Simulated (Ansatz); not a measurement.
### ZnWO4 (P2/c): spin-orbit coupling beyond the local functionals

The structure is monoclinic, space group P2/c (No. 13). The conventional cell has a = 4.699 Å, b = 5.729 Å, c = 4.937 Å, α = 90.00°, β = 90.61°, γ = 90.00°. Nearest to Zn lie 6 O at 2.03 to 2.23 Å. Nearest to W lie 6 O at 1.80 to 2.14 Å. Nearest to O lie 2 W at 1.92 to 2.14 Å and 1 Zn at 2.03 Å. O has 1 W at 1.80 Å and 2 Zn at 2.09 to 2.23 Å nearest. Farther neighbours and most contacts between anions are not listed.

```xyz
12
Lattice="4.6986 0.0000 0.0000 0.0000 5.7293 0.0000 -0.0530 0.0000 4.9364" Properties=species:S:1:pos:R:3 pbc="T T T"
Zn    2.3361    3.9188    1.2341
Zn    2.3096    1.8105    3.7023
W    -0.0132    1.0461    1.2341
W    -0.0397    4.6832    3.7023
O     0.9695    0.6021    4.6220
O     3.6496    0.6021    2.7827
O     3.6761    5.1272    0.3144
O     0.9960    5.1272    2.1538
O     1.1840    2.1640    1.9726
O     3.4881    2.1640    0.4956
O     3.4616    3.5653    2.9638
O     1.1575    3.5653    4.4408
```

```yaml
method: DFT, HSE06 with spin-orbit coupling, plane waves, PAW (and 1 further level or step)
program: Ansatz 0.2.0
settings_of_one_run: cutoff 420 eV, 4×2×2 k-mesh, default PAW, PAW set soft 2
cost: 2 runs, 1.8 min in all on 1 × NVIDIA H100 80GB HBM3 (shared by 6 runs) with 3 threads of AMD EPYC 7R13 (Zen 3), shared host (the runs of this entry)
notes: The cell and positions come from the Crystallography Open Database and are kept as given unless a step says otherwise. The lattice is static and excitons are left out.
hse06: 4.43 eV
hse06_soc: 4.42 eV
```

Spin-orbit coupling changes the gap by −0.01 eV and the least direct gap by −0.01 eV. Against experiment, by HSE06+SOC: the direct gap of 4.42 eV lies +0.52 eV from the measured 3.9 eV (direct, 300 K, 2008). An exciton line or allowed optical edge lies below the quasiparticle gap by the binding energy; a forbidden edge can push the onset above it.

[Paths, hosts, dates, memory and timing lines, banners, echoed tables and standing remarks are left out of the program output.]

[Logs are printed without paths, hosts, clocks, repeated set-up lines and the standing remarks that a program may print on its own settings, such as how far it seeks lower states.]

[Runs of the session that timed out or met a known fault of the program may be left out.]

[Cells called generated may have been cut or substituted from an entry of the Crystallography Open Database or the Materials Project.]

[Hosts, paths, dates, database ids (printed as entryN), source tags and the programs' standing remarks are cut or masked in the printed files.]
